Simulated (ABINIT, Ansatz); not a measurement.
# Quasiparticle gap of CrF6 (R-3) in ABINIT, part 3 of 3

Aim: the G0W0 gap of CrF6 (R-3) on PBEsol, step by step.

ABINIT 10.8.3; PBEsol and many-body steps on it, plane waves. Known limits of the many-body steps: not at the basis limit; no spin polarisation; d states lean on the start; coarse k mesh.

So far. Step 4 (Empty states on the mesh, 2×2×2 mesh, 185 bands): On this mesh the gap is 1.937 eV. Step 5 (Screening, 2×2×2 mesh, 169 bands, screening to 176.9 eV): Local fields lower ε∞ by 45 %. On a Γ-centred mesh this coarse the value itself is usually too large, while a short band sum pulls it down.

## 6. Self-energy, 2×2×2 mesh, 169 bands, screening to 176.9 eV

The self-energy is evaluated for the states that the input lists, and the levels follow from it, in one-shot runs by the linearised quasiparticle equation.

This step: G0W0 on PBEsol, plane waves, norm-conserving pseudopotentials.

run.abi reads:

```
acell 3*1.0 Angstrom
rprim 
  2.402403871812 1.387028522093 4.369215055800
  -2.402403871812 1.387028522093 4.369215055800
  0.000000000000 -2.774057044186 4.369215055800
ntypat 2
znucl 24 9
natom 7
typat 1 2 2 2 2 2 2
xred 
  0.000000000000 0.000000000000 0.000000000000
  0.368598720000 0.081843300000 0.779004130000
  0.081843300000 0.779004130000 0.368598720000
  0.220995870000 0.631401280000 0.918156700000
  0.918156700000 0.220995870000 0.631401280000
  0.631401280000 0.918156700000 0.220995870000
  0.779004130000 0.368598720000 0.081843300000
pp_dirpath "pseudos"
pseudos "Cr.upf, F.upf"
ecut 43
ngkpt 2 2 2
nshiftk 1
shiftk 0 0 0
kptopt 1
chksymbreak 0
istwfk *1
occopt 1
irdwfk 1
optdriver 4
nband 169
gwcalctyp 0
ecutsigx 43
symsigma 1
nkptgw 2
kptgw 
  0.5000000000 0.5000000000 0.0000000000
  0.0000000000 0.0000000000 0.0000000000
bdgw 
  27 30
  27 31
ecuteps 6.5
irdscr 1
ppmodel 1
indata_prefix "in"
outdata_prefix "out"
tmpdata_prefix "tmp"
```

On the command line:

```
OMP_NUM_THREADS=1 mpirun -n 4 abinit run.abi > log
```

Numbers of over 12 decimals in the logs are rounded to 6 here.

Log:

```text
.Version 10.8.3 of ABINIT. v10.8.2 released Aug 2026.

 Symmetries : space group R-3 (#148); Bravais hR (rhombohedral)
[... echo of the input left out ...]
== DATASET  1 ==================================================================
-   mpi_nproc: 4, omp_nthreads: 1 (-1 if OMP is not activated)

--- !DatasetInfo
iteration_state: {dtset: 1, }
dimensions: {natom: 7, nkpt: 4, mband: 169, nsppol: 1, nspinor: 1, nspden: 1, mpw: 7993, }
cutoff_energies: {ecut:  43.0, pawecutdg:  -1.0, }
electrons: {nelect:   5.60000000E+01, charge:   0.00000000E+00, occopt:   1.00000000E+00, tsmear:   1.00000000E-02, }

 SIGMA: Calculation of the GW corrections

 Based on a program developped by R.W. Godby, V. Olevano, G. Onida, and L. Reining.
 Incorporated in ABINIT by V. Olevano, G.-M. Rignanese, and M. Torrent.
.Using double precision arithmetic ; gwpc =  8

[... cell and pseudopotentials left out ...]
--------------------------------------------------------------------------------

 ==== K-mesh for the wavefunctions ====
 Number of points in the irreducible wedge :     4
[... list of points left out ...]
 Together with  6 symmetry operations and time-reversal symmetry
 yields     8 points in the full Brillouin Zone.

 ==== Q-mesh for screening function ====
 Number of points in the irreducible wedge :     4
[... list of points left out ...]
 Together with  6 symmetry operations and time-reversal symmetry
 yields     8 points in the full Brillouin Zone.

 vcoul_init : cutoff-mode = AUXILIARY_FUNCTION
 q-points for optical limit:   1
     1)      0.000010    0.000020    0.000030
 setmesh: FFT mesh size selected  =    60x   60x   60
          total number of points  =       216000

 Number of electrons calculated from density =   56.0000; Expected =   56.0000
 average of density, n =  0.094996
 r_s =    1.3596
 omega_plasma =   29.7309 [eV]

 === KS Band Gaps ===
  >>>> For spin  1
   Minimum direct gap =   1.9917 [eV], located at k-point      :   0.5000  0.5000  0.0000
   Fundamental gap    =   1.9365 [eV], Top of valence bands at :   0.5000  0.5000  0.0000
                                       Bottom of conduction at :   0.0000  0.0000  0.0000
 SIGMA fundamental parameters:
 PLASMON POLE MODEL  1
 number of plane-waves for SigmaX                 7993
 number of plane-waves for SigmaC and W            465
 number of plane-waves for wavefunctions          7993
 number of bands                                   169
 number of independent spin polarizations            1
 number of spinorial components                      1
 number of k-points in IBZ                           4
 number of q-points in IBZ                           4
 number of symmetry operations                       6
 number of k-points in BZ                            8
 number of q-points in BZ                            8
 number of frequencies for dSigma/dE                 9
 frequency step for dSigma/dE [eV]                0.25
 number of omega for Sigma on real axis              0
 max omega for Sigma on real axis  [eV]           0.00
 zcut for avoiding poles [eV]                     0.10

 EPSILON^-1 parameters (SCR file):
 dimension of the eps^-1 matrix on file            465
 dimension of the eps^-1 matrix used               465
 number of plane-waves for wavefunctions          7993
 number of bands                                   169
 number of q-points in IBZ                           4
 number of frequencies                               2
 number of real frequencies                          1
 number of imag frequencies                          1

 matrix elements of self-energy operator (all in [eV])

 Perturbative Calculation

--- !SelfEnergy_ee
iteration_state: {dtset: 1, }
kpoint     : [   0.500,    0.500,    0.000, ]
spin       : 1
KS_gap     :    1.992
QP_gap     :    4.852
Delta_QP_KS:    2.860
data: !SigmaeeData |
     Band     E0 <VxcDFT>   SigX SigC(E0)      Z dSigC/dE  Sig(E)    E-E0       E
       27  -2.698 -22.915 -29.740   6.304   0.745  -0.342 -23.303  -0.388  -3.086
       28  -2.558 -23.160 -29.957   6.302   0.745  -0.342 -23.529  -0.369  -2.927
       29  -0.566 -24.886 -18.532  -3.057   0.756  -0.324 -22.395   2.491   1.925
       30  -0.380 -25.102 -19.085  -2.709   0.755  -0.325 -22.605   2.497   2.117

--- !SelfEnergy_ee
iteration_state: {dtset: 1, }
kpoint     : [   0.000,    0.000,    0.000, ]
spin       : 1
KS_gap     :    2.132
QP_gap     :    5.009
Delta_QP_KS:    2.877
data: !SigmaeeData |
     Band     E0 <VxcDFT>   SigX SigC(E0)      Z dSigC/dE  Sig(E)    E-E0       E
       27  -2.754 -22.932 -29.684   6.241   0.744  -0.344 -23.313  -0.381  -3.134
       28  -2.754 -22.932 -29.684   6.241   0.744  -0.344 -23.313  -0.381  -3.134
       29  -0.621 -24.868 -18.449  -3.119   0.756  -0.322 -22.372   2.496   1.874
       30  -0.418 -25.180 -19.048  -2.810   0.754  -0.327 -22.677   2.503   2.085
       31  -0.418 -25.180 -19.048  -2.810   0.754  -0.327 -22.677   2.503   2.085

== END DATASET(S) ==============================================================
================================================================================

 -outvars: echo values of variables after computation  --------
           etotal      0.0000000000E+00
            nband         169
             nkpt           4
          spgroup         148
 [... the other variables as echoed above ...]

 Calculation completed.
```

Elapsed: 50 s, on 4 MPI ranks of Arm Neoverse N1, shared host; peak memory 1.7 GiB; 3.3 min of CPU time.

Numbers from this step:

```
G0W0 gap on the points computed              : 4.801 eV
starting gap on the mesh                     : 1.937 eV
k of the valence top                         : 0.5, 0.5, 0
k of the conduction bottom                   : 0, 0, 0
Z at the valence top                         : 0.745
Z at the conduction bottom                   : 0.756
least direct G0W0 gap on the computed points : 4.852 eV
```

The gap on the mesh goes from 1.94 eV to 4.80 eV, a correction of +2.86 eV.

Limits: finite bands, cutoff and mesh; no spin polarisation; d states lean on the start; coarse k mesh. v1 is the top filled band, c1 the lowest empty one. Levels before and after the correction, in eV, zero at the valence-band top of each column:

|  | conduction bottom | valence top |
| --- | --- | --- |
| Kohn-Sham | 1.94 | 0.00 |
| G0W0 | 4.80 | 0.00 |

|  | level | energy (eV) |
| --- | --- | --- |
| Kohn-Sham | (0.5 0.5 0) v2 | -0.140 |
| Kohn-Sham | (0.5 0.5 0) v1 | 0.000 |
| Kohn-Sham | (0.5 0.5 0) c1 | 1.992 |
| Kohn-Sham | (0.5 0.5 0) c2 | 2.178 |
| Kohn-Sham | Γ v2-v1 | -0.196 |
| Kohn-Sham | Γ c1 | 1.937 |
| Kohn-Sham | Γ c2-c3 | 2.140 |
| G0W0 | (0.5 0.5 0) v2 | -0.159 |
| G0W0 | (0.5 0.5 0) v1 | 0.000 |
| G0W0 | (0.5 0.5 0) c1 | 4.852 |
| G0W0 | (0.5 0.5 0) c2 | 5.044 |
| G0W0 | Γ v2-v1 | -0.207 |
| G0W0 | Γ c1 | 4.801 |
| G0W0 | Γ c2-c3 | 5.012 |

## 7. Where the time went

Times are wall times on 4 MPI ranks of Arm Neoverse N1, shared host, good to a factor of about two.

| step | time | share | memory (GiB) |
| --- | --- | --- | --- |
| ground state | 5 min | 44 % | 0.67 |
| bands along the symmetry lines | 86 s | 13 % | 0.46 |
| empty states on the mesh | 99 s | 15 % | 0.48 |
| screening | 2.4 min | 21 % | 2.0 |
| self-energy | 50 s | 7 % | 1.7 |

## 8. Outcome

```yaml
pbesol_gap: 1.94 eV, indirect
g0w0_gap_on_the_mesh: 4.80 eV
gw_settings: 2×2×2 mesh, 169 bands, screening to 176.9 eV, Godby-Needs plasmon pole
known_limits: not at the basis limit; no spin polarisation; d states lean on the start; coarse k mesh
```

In words: G0W0 moves the gap on the mesh from 1.94 eV to 4.80 eV (+2.86 eV), with Z of 0.74 and 0.76 at the edges. Local fields lower the RPA ε∞ on this mesh from 6.31 to 3.44; a Γ-centred mesh this coarse tends to raise both, most where the direct gap is narrow, while a short band sum lowers them. Only 2 of the mesh's irreducible points were corrected, so a valley elsewhere could overtake. The dearest step here is «ground state». Bands and cutoff are finite, so the gap is not at the basis limit. The miss can reach some tenths of an eV and take either sign; the mesh is an error of its own. In the G0W0 run levels were corrected at 2 k points alone, so a gap called «on the mesh» is the least over those, and an edge elsewhere would be missed. The 2×2×2 mesh is coarse for this cell, which bears on the long-range parts of exchange and screening. The runs have no spin polarisation. For a closed low-spin shell that is the natural state; where a d or f shell is open it is a constraint, and the gap is then not the crystal's own. With d states at the gap, one-shot GW leans hard on its start.

[Paths, hosts, dates, memory and timing lines, banners, echoed tables and standing remarks are left out of the program output.]

[Logs are printed without paths, hosts, clocks, repeated set-up lines and the standing remarks that a program may print on its own settings, such as how far it seeks lower states.]

[Runs of the session that timed out or met a known fault of the program may be left out.]

[Hosts, paths, dates, database ids (printed as entryN), source tags and the programs' standing remarks are cut or masked in the printed files.]

[G0W0 gaps are taken among the corrected bands and points alone; a level outside them can change the order at an edge.]

[Where Ansatz stands beside ABINIT at settings called matched, ABINIT's density can come from a denser mesh and the files from another edition; pairs whose starting gaps differed by over 0.03 eV were left out, so agreement reads better than it is.]
